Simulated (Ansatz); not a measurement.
# Work function of Sr(100): what the settings cost and change, part 2 of 2

How thick a slab and how much vacuum does the work function of Sr(100) need?

Ansatz 0.2.0; plane-wave DFT, PBE, Ansatz PAW.

So far, work function, upper face (eV): step 2 (run, setting 1 layer) 2.51; step 4 (run, 3 atoms) 2.55; step 5 (run, 4 atoms) 2.55; step 6 (run, 5 atoms) 2.56; step 7 (run, 6 atoms) 2.55.

## 8. Run, 8 atoms

System of this step: Sr(100). The cell holds 8 atoms: 8 Sr. Its edges and angles: a = 4.299 Å, b = 4.299 Å, c = 39.280 Å, α = 90.0°, β = 90.0°, γ = 90.0°. Vacuum lies along c.

input.yaml reads:

```yaml
crystal:
  lattice:
    - [4.2992092296, 0.0, 0.0]
    - [0.0, 4.2992092296, 0.0]
    - [0.0, 0.0, 39.28]
  atoms:
    - { symbol: Sr, position: [0.5, 0.5, 0.2291242363] }
    - { symbol: Sr, position: [0.0, 0.0, 0.3065173116] }
    - { symbol: Sr, position: [0.5, 0.5, 0.383910387] }
    - { symbol: Sr, position: [0.0, 0.0, 0.4613034623] }
    - { symbol: Sr, position: [0.5, 0.5, 0.5386965377] }
    - { symbol: Sr, position: [0.0, 0.0, 0.616089613] }
    - { symbol: Sr, position: [0.5, 0.5, 0.6934826884] }
    - { symbol: Sr, position: [0.0, 0.0, 0.7708757637] }
kpoints:
  mp_grid: { grid: [10, 10, 1] }
hamiltonian:
  xc: pbe
scf:
  occupations: { method: fermi_dirac, width: 0.1 }
  convergence: { dr2_threshold: 1.0e-09 }
efield:
  axis: 3
  dipole_correction: true
  ramp_position: 0.97
  ramp_width: 0.06
output:
  write_potential: true
  write_density: true
  volumetric_format: npy
```

The run is started by

```console
$ ansatz run input.yaml --threads 2 --pin off --max-ram 3072MiB --backend cpu --events-out ev --progress --plain --runs-dir out
```

What it wrote:

```text
[...]
Crystal: 8 atoms, lattice volume = 726.020 Å³
Basis set: ecut = 420 eV, 14115 PW (Γ)
Bands: 48, of which v1, the nominal top of the filled ones, is band 40 counted from 1 (39 counted from 0)
Symmetry: 8 space group operations
k-points: 21 of 100
[...]
k-point 0: bands = [... 36 lower, -0.0098, 0.5295, 1.0312, 1.4000, 2.5517, 2.5970, 2.5981, 2.6382, ... 12 higher]
  k-point 1: bands = [... 36 lower, 0.0801, 0.6170, 1.1193, 1.4920, 2.5593, 2.6231, 2.6380, 2.6544, ... 12 higher]
  k-point 2: bands = [... 36 lower, 0.3331, 0.8587, 1.3614, 1.7483, 2.4830, 2.5496, 2.6934, 2.7340, ... 12 higher]
  k-point 20: bands = [... 36 lower, 1.9847, 1.9847, 2.1838, 2.1838, 2.5304, 2.5304, 2.5600, 2.5600, ... 12 higher]
[key lines of the parts left out:]
SCF converged after 10 iterations
Free energy (F): -28353.137584 eV
Fermi energy:    2.132766 eV
Dipole field:    D = 0.000006 V/Å  (p = 0.000024 e·Å, saw-weighted, corrected)
Work function:   Φ+ = 2.5493 eV   Φ− = 2.5495 eV
```

Wall time 2.6 min (2 threads of Arm Neoverse N1, shared host); peak memory 1.3 GiB; 4.5 min of CPU time.

The work function is 2.549 eV, -0.004 eV from the run “6 layers”, at 1.7 times its CPU time.

## 9. Slab, 10 atoms

System of this step: Sr(100). The cell holds 10 atoms: 10 Sr. Cell: a = 4.299 Å, b = 4.299 Å, c = 45.360 Å, α = 90.0°, β = 90.0°, γ = 90.0°. Vacuum lies along c.

input.yaml, the sections that differ from step 8:

```yaml
crystal:
  lattice:
    - [4.2992092296, 0.0, 0.0]
    - [0.0, 4.2992092296, 0.0]
    - [0.0, 0.0, 45.36]
  atoms:
    - { symbol: Sr, position: [0.5, 0.5, 0.1984126984] }
    - { symbol: Sr, position: [0.0, 0.0, 0.2654320988] }
    - { symbol: Sr, position: [0.5, 0.5, 0.3324514991] }
    - { symbol: Sr, position: [0.0, 0.0, 0.3994708995] }
    - { symbol: Sr, position: [0.5, 0.5, 0.4664902998] }
    - { symbol: Sr, position: [0.0, 0.0, 0.5335097002] }
    - { symbol: Sr, position: [0.5, 0.5, 0.6005291005] }
    - { symbol: Sr, position: [0.0, 0.0, 0.6675485009] }
    - { symbol: Sr, position: [0.5, 0.5, 0.7345679012] }
    - { symbol: Sr, position: [0.0, 0.0, 0.8015873016] }
# kpoints, hamiltonian, scf, efield, output: as in step 8
```

What it wrote:

```text
[...]
Crystal: 10 atoms, lattice volume = 838.398 Å³
Basis set: ecut = 420 eV, 16343 PW (Γ)
Bands: 60, of which v1, the nominal top of the filled ones, is band 50 counted from 1 (49 counted from 0)
Symmetry: 8 space group operations
k-points: 21 of 100
[...]
k-point 0: bands = [... 46 lower, 0.7567, 1.1869, 1.5588, 1.8169, 2.9138, 2.9686, 2.9693, 2.9754, ... 16 higher]
  k-point 1: bands = [... 46 lower, 0.8439, 1.2737, 1.6477, 1.9095, 2.9233, 2.9751, 3.0068, 3.0129, ... 16 higher]
  k-point 2: bands = [... 46 lower, 1.0853, 1.5115, 1.8926, 2.1686, 2.8536, 2.8898, 2.9835, 3.1116, ... 16 higher]
  k-point 20: bands = [... 46 lower, 2.4219, 2.4219, 2.5694, 2.5694, 2.8988, 2.8988, 2.9190, 2.9190, ... 16 higher]
[key lines of the parts left out:]
SCF converged after 10 iterations
Free energy (F): -35441.622151 eV
Fermi energy:    2.503663 eV
Dipole field:    D = 0.000006 V/Å  (p = 0.000028 e·Å, saw-weighted, corrected)
Work function:   Φ+ = 2.5497 eV   Φ− = 2.5500 eV
```

The job ended after 3.8 min (2 threads; peak memory 1.8 GiB).

The work function is 2.550 eV, +0.000 eV from the run “8 layers”, at 1.5 times its CPU time.

## 10. Run, 13 atoms

System of this step: Sr(100). The cell holds 13 atoms: 13 Sr. Its edges and angles: a = 4.299 Å, b = 4.299 Å, c = 54.480 Å, α = 90.0°, β = 90.0°, γ = 90.0°. Vacuum lies along c.

input.yaml, the sections that differ from step 9:

```yaml
crystal:
  lattice:
    - [4.2992092296, 0.0, 0.0]
    - [0.0, 4.2992092296, 0.0]
    - [0.0, 0.0, 54.48]
  atoms:
    - { symbol: Sr, position: [0.0, 0.0, 0.1651982379] }
    - { symbol: Sr, position: [0.5, 0.5, 0.2209985316] }
    - { symbol: Sr, position: [0.0, 0.0, 0.2767988253] }
    - { symbol: Sr, position: [0.5, 0.5, 0.3325991189] }
    - { symbol: Sr, position: [0.0, 0.0, 0.3883994126] }
    - { symbol: Sr, position: [0.5, 0.5, 0.4441997063] }
    - { symbol: Sr, position: [0.0, 0.0, 0.5] }
    - { symbol: Sr, position: [0.5, 0.5, 0.5558002937] }
    - { symbol: Sr, position: [0.0, 0.0, 0.6116005874] }
    - { symbol: Sr, position: [0.5, 0.5, 0.6674008811] }
    - { symbol: Sr, position: [0.0, 0.0, 0.7232011747] }
    - { symbol: Sr, position: [0.5, 0.5, 0.7790014684] }
    - { symbol: Sr, position: [0.0, 0.0, 0.8348017621] }
# kpoints, hamiltonian, scf, efield, output: as in step 9
```

What it wrote:

```text
[...]
Crystal: 13 atoms, lattice volume = 1006.965 Å³
Basis set: ecut = 420 eV, 19623 PW (Γ)
Bands: 78, of which v1, the nominal top of the filled ones, is band 65 counted from 1 (64 counted from 0)
Symmetry: 8 space group operations
k-points: 21 of 100
[...]
k-point 0: bands = [... 61 lower, 1.5312, 1.8390, 2.0893, 2.2540, 3.3077, 3.3483, 3.3700, 3.3709, ... 22 higher]
  k-point 1: bands = [... 61 lower, 1.6172, 1.9265, 2.1797, 2.3474, 3.3186, 3.3535, 3.4002, 3.4107, ... 22 higher]
  k-point 2: bands = [... 61 lower, 1.8528, 2.1660, 2.4299, 2.6089, 3.2565, 3.2706, 3.3231, 3.4069, ... 22 higher]
  k-point 20: bands = [... 61 lower, 2.8241, 2.9313, 2.9536, 2.9963, 3.2979, 3.2979, 3.3109, 3.3109, ... 22 higher]
[key lines of the parts left out:]
SCF converged after 10 iterations
Free energy (F): -46074.348834 eV
Fermi energy:    2.905008 eV
Dipole field:    D = -0.000000 V/Å  (p = -0.000001 e·Å, saw-weighted, corrected)
Work function:   Φ+ = 2.5504 eV   Φ− = 2.5505 eV
```

It took 6.6 min on 2 threads; peak memory 2.6 GiB; 12 min of CPU time.

The work function is 2.550 eV, +0.001 eV from the run “10 layers”, at 1.8 times its CPU time.

## 11. Slab, 7 atoms

System of this step: Sr(100). The cell holds 7 atoms: 7 Sr. Its edges and angles: a = 4.299 Å, b = 4.299 Å, c = 28.240 Å, α = 90.0°, β = 90.0°, γ = 90.0°. Vacuum lies along c.

input.yaml, the sections that differ from step 10:

```yaml
crystal:
  lattice:
    - [4.2992092296, 0.0, 0.0]
    - [0.0, 4.2992092296, 0.0]
    - [0.0, 0.0, 28.24]
  atoms:
    - { symbol: Sr, position: [0.0, 0.0, 0.1770538244] }
    - { symbol: Sr, position: [0.5, 0.5, 0.2847025496] }
    - { symbol: Sr, position: [0.0, 0.0, 0.3923512748] }
    - { symbol: Sr, position: [0.5, 0.5, 0.5] }
    - { symbol: Sr, position: [0.0, 0.0, 0.6076487252] }
    - { symbol: Sr, position: [0.5, 0.5, 0.7152974504] }
    - { symbol: Sr, position: [0.0, 0.0, 0.8229461756] }
# kpoints, hamiltonian, scf, efield, output: as in step 10
```

What it wrote:

```text
[...]
Crystal: 7 atoms, lattice volume = 521.966 Å³
Basis set: ecut = 420 eV, 10143 PW (Γ)
Bands: 42, of which v1, the nominal top of the filled ones, is band 35 counted from 1 (34 counted from 0)
Symmetry: 8 space group operations
k-points: 21 of 100
[...]
k-point 0: bands = [... 31 lower, 0.7559, 1.3479, 1.9428, 2.3865, 3.5331, 3.5839, 3.6898, 3.7251, ... 10 higher]
  k-point 1: bands = [... 31 lower, 0.8482, 1.4365, 2.0310, 2.4777, 3.5655, 3.6065, 3.6926, 3.7534, ... 10 higher]
  k-point 2: bands = [... 31 lower, 1.1101, 1.6832, 2.2734, 2.7314, 3.5043, 3.6050, 3.7324, 3.7839, ... 10 higher]
  k-point 20: bands = [... 31 lower, 2.8510, 3.0749, 3.1128, 3.2393, 3.5580, 3.5580, 3.5958, 3.5958, ... 10 higher]
[key lines of the parts left out:]
SCF converged after 9 iterations
Free energy (F): -24808.896037 eV
Fermi energy:    3.157191 eV
Dipole field:    D = -0.000000 V/Å  (p = -0.000001 e·Å, saw-weighted, corrected)
Work function:   Φ+ = 2.5116 eV (in doubt: plateau slope 1.9e-1 eV/Å)   Φ− = 2.5245 eV (in doubt: plateau slope 1.5e-1 eV/Å)
```

It took 85 s on 2 threads; peak memory 0.91 GiB; 2.5 min of CPU time.

The work function is 2.512 eV. The program marks this work function as in doubt.

## 12. Run, 7 atoms

The cell differs from the one that the last finished run ended in (c 28.240 → 32.240 Å).

input.yaml, the sections that differ from step 11:

```yaml
crystal:
  lattice:
    - [4.2992092296, 0.0, 0.0]
    - [0.0, 4.2992092296, 0.0]
    - [0.0, 0.0, 32.24]
  atoms:
    - { symbol: Sr, position: [0.0, 0.0, 0.2171215881] }
    - { symbol: Sr, position: [0.5, 0.5, 0.3114143921] }
    - { symbol: Sr, position: [0.0, 0.0, 0.405707196] }
    - { symbol: Sr, position: [0.5, 0.5, 0.5] }
    - { symbol: Sr, position: [0.0, 0.0, 0.594292804] }
    - { symbol: Sr, position: [0.5, 0.5, 0.6885856079] }
    - { symbol: Sr, position: [0.0, 0.0, 0.7828784119] }
# kpoints, hamiltonian, scf, efield, output: as in step 11
```

What it wrote:

```text
[...]
Crystal: 7 atoms, lattice volume = 595.898 Å³
Basis set: ecut = 420 eV, 11587 PW (Γ)
Bands: 42, of which v1, the nominal top of the filled ones, is band 35 counted from 1 (34 counted from 0)
Symmetry: 8 space group operations
k-points: 21 of 100
[...]
k-point 0: bands = [... 31 lower, 0.0483, 0.6438, 1.2326, 1.6832, 2.8778, 2.9098, 2.9237, 2.9836, ... 10 higher]
  k-point 1: bands = [... 31 lower, 0.1406, 0.7325, 1.3206, 1.7747, 2.8837, 2.9527, 2.9535, 2.9938, ... 10 higher]
  k-point 2: bands = [... 31 lower, 0.4026, 0.9792, 1.5626, 2.0292, 2.8041, 2.8954, 3.0515, 3.0761, ... 10 higher]
  k-point 20: bands = [... 31 lower, 2.1448, 2.3687, 2.4068, 2.5329, 2.8520, 2.8520, 2.8897, 2.8897, ... 10 higher]
[key lines of the parts left out:]
SCF converged after 9 iterations
Free energy (F): -24808.895091 eV
Fermi energy:    2.451439 eV
Dipole field:    D = -0.000000 V/Å  (p = -0.000000 e·Å, saw-weighted, corrected)
Work function:   Φ+ = 2.5498 eV   Φ− = 2.5503 eV
```

It took 99 s on 2 threads; peak memory 1 GiB.

The work function is 2.550 eV, +0.038 eV from the run “7 layers, 10 Å of vacuum”, at 1.2 times its CPU time.

## 13. Run, 7 atoms (run 2)

The cell differs from the one that the last finished run ended in (c 32.240 → 44.240 Å).

input.yaml, the sections that differ from step 12:

```yaml
crystal:
  lattice:
    - [4.2992092296, 0.0, 0.0]
    - [0.0, 4.2992092296, 0.0]
    - [0.0, 0.0, 44.24]
  atoms:
    - { symbol: Sr, position: [0.0, 0.0, 0.2938517179] }
    - { symbol: Sr, position: [0.5, 0.5, 0.3625678119] }
    - { symbol: Sr, position: [0.0, 0.0, 0.431283906] }
    - { symbol: Sr, position: [0.5, 0.5, 0.5] }
    - { symbol: Sr, position: [0.0, 0.0, 0.568716094] }
    - { symbol: Sr, position: [0.5, 0.5, 0.6374321881] }
    - { symbol: Sr, position: [0.0, 0.0, 0.7061482821] }
# kpoints, hamiltonian, scf, efield, output: as in step 12
```

What it wrote:

```text
[...]
Crystal: 7 atoms, lattice volume = 817.697 Å³
Basis set: ecut = 420 eV, 15931 PW (Γ)
Bands: 42, of which v1, the nominal top of the filled ones, is band 35 counted from 1 (34 counted from 0)
Symmetry: 8 space group operations
k-points: 21 of 100
[...]
k-point 1: bands = [... 31 lower, -1.2161, -0.6242, -0.0362, 0.4181, 1.5275, 1.5908, 1.6026, 1.6364, ... 10 higher]
  k-point 2: bands = [... 31 lower, -0.9542, -0.3774, 0.2057, 0.6726, 1.4477, 1.5385, 1.6909, 1.7203, ... 10 higher]
  k-point 20: bands = [... 31 lower, 0.7881, 1.0120, 1.0501, 1.1763, 1.4953, 1.4953, 1.5330, 1.5330, ... 10 higher]
[key lines of the parts left out:]
SCF converged after 10 iterations
Free energy (F): -24808.895061 eV
Fermi energy:    1.094761 eV
Dipole field:    D = 0.000000 V/Å  (p = 0.000000 e·Å, saw-weighted, corrected)
Work function:   Φ+ = 2.5507 eV   Φ− = 2.5507 eV
```

Run time: 2.3 min. Hardware: 2 threads; peak memory 1.3 GiB.

The work function is 2.551 eV, +0.001 eV from the run “7 layers, 14 Å of vacuum”, at 1.4 times its CPU time.

## 14. Comparing the runs

Times are for 2 threads of Arm Neoverse N1, shared host. Results by setting:

```tsv
no.	setting	work function, upper face (eV)	time	memory (GiB)
1	1 layer	2.510	11 s	0.46
2	2 layers	2.507	16 s	0.47
3	3 layers	2.550	32 s	0.59
4	4 layers	2.554	45 s	0.68
5	5 layers	2.555	65 s	0.82
6	6 layers	2.553	90 s	0.95
7	8 layers	2.549	2.6 min	1.3
8	10 layers	2.550	3.8 min	1.8
9	13 layers	2.550	6.6 min	2.6
10	7 layers, 10 Å of vacuum	2.512	85 s	0.91
11	7 layers, 14 Å of vacuum	2.550	99 s	1.0
12	7 layers, 26 Å of vacuum	2.551	2.3 min	1.3
```

## 15. The same run with other settings

System of this step: Sr(100) monolayer. The cell holds 1 atom: 1 Sr. Cell: a = 4.299 Å, b = 4.299 Å, c = 18.000 Å, α = 90.0°, β = 90.0°, γ = 90.0°. Vacuum lies along c.

An input spoilt on purpose, to show how the run answers: it repeats the earlier run “1 layer” with efield.axis from 3 to 1, and scf.max_iter set to 80; its output block differs too.

input.yaml, the sections that differ from step 13:

```yaml
crystal:
  lattice:
    - [4.2992092296, 0.0, 0.0]
    - [0.0, 4.2992092296, 0.0]
    - [0.0, 0.0, 18.0]
  atoms:
    - { symbol: Sr, position: [0.5, 0.5, 0.5] }
scf:
  occupations: { method: fermi_dirac, width: 0.1 }
  convergence: { dr2_threshold: 1.0e-09 }
  max_iter: 80
efield:
  axis: 1
  dipole_correction: true
  ramp_position: 0.97
  ramp_width: 0.06
# kpoints, hamiltonian, output: as in step 13
```

What it wrote:

```text
[...]
Crystal: 1 atoms, lattice volume = 332.698 Å³
Basis set: ecut = 420 eV, 6477 PW (Γ)
Bands: 9, of which v1, the nominal top of the filled ones, is band 5 counted from 1 (4 counted from 0)
Symmetry: 4 space group operations
k-points: 36 of 100 (time reversal used)
[...]
SCF iter   1: F=—  HF=-3543.330367 eV  |F-HF|=—  |Δ(HF+E_count)|=         —  Δρ=1.03e-3  dr2=8.12e-3  ethr=1.77e-3  p=0.000 e·Å  D=2.14e-16 V/Å  ΔV_dip=-0.00 eV  dr2_dipole=7.16e-10  V_vac-E_F(+/−)=2.21/2.33 eV  ⟨swp⟩=10.7  Hψ=3579  notcnv=0
[...]
SCF iter   8: F=-3543.331767 eV  HF=-3543.331767 eV  |F-HF|=7.60e-10  |Δ(HF+E_count)|=   6.09e-9  Δρ=2.79e-7  dr2=4.49e-10  ethr=1.00e-11  p=0.000 e·Å  D=3.19e-7 V/Å  ΔV_dip=-0.00 eV  dr2_dipole=3.72e-12  V_vac-E_F(+/−)=2.14/2.25 eV  ⟨swp⟩=2.2  Hψ=1477  notcnv=0
[...]
SCF 1 converged in 8 iterations: F = -3543.331767 eV  dr2 = 4.49e-10
[...]
SCF converged after 8 iterations
Free energy (F): -3543.331767 eV
[...]
Internal energy: -3543.276195 eV  (E = F + TS)
E sigma→0 (E₀):  -3543.303981 eV
Entropy (-TS):   -0.055572 eV (-55.572 meV/atom)
Fermi energy:    -1.097971 eV
Dipole field:    D = -0.000002 V/Å  (p = -0.000003 e·Å, saw-weighted, corrected)
Work function:   Φ+ = 2.1350 eV (in doubt: plateau slope 1.7e0 eV/Å)   Φ− = 2.2501 eV (in doubt: plateau slope 1.3e0 eV/Å)
[...]
--- Band table (eV; the first three rows and the last of 36) ---
[...]
```

The job ended after 18 s (2 threads; peak memory 0.52 GiB; 31 s of CPU time).

The field now lies along an axis in the plane, so the dipole that the program prints is another component and can't be set beside the earlier one.

With this change the program also warns of density in the ramp of the sawtooth; these numbers are not the system's.

## 16. Results

```yaml
work_function_2_layers: 2.507 eV
work_function_5_layers: 2.555 eV
work_function_6_layers: 2.553 eV
work_function_13_layers: 2.550 eV
```

The thickest slab gives 2.55 eV, and the settings tried spread the value from 2.51 to 2.56 eV. At 18 Å of vacuum, the slabs from 1 layer on stay within 0.05 eV of the thickest. Going from 10 to 26 Å of vacuum moves it by 0.039 eV. The program marks the value as in doubt in “7 layers, 10 Å of vacuum”. The ladder's slabs use the tabulated experimental lattice constant (two decimals; a low-temperature value for the alkali metals). In 2 runs of the series (7 layers, 10 Å of vacuum and 7 layers, 14 Å of vacuum) the program warns that electrons reach the sawtooth's ramp, which makes dipole and work function less sure.

[Long decimals in the printed logs are rounded to 6 places.]

[Logs are printed without paths, hosts, clocks, repeated set-up lines and the standing remarks that a program may print on its own settings, such as how far it seeks lower states.]

[Hosts, paths, dates, database ids (printed as entryN), source tags and the programs' standing remarks are cut or masked in the printed files.]

[Maps of the electrostatic potential energy from Ansatz leave out the sawtooth potential of an applied field or a dipole correction, so their vacuum need not be flat; planar profiles and work functions include it.]
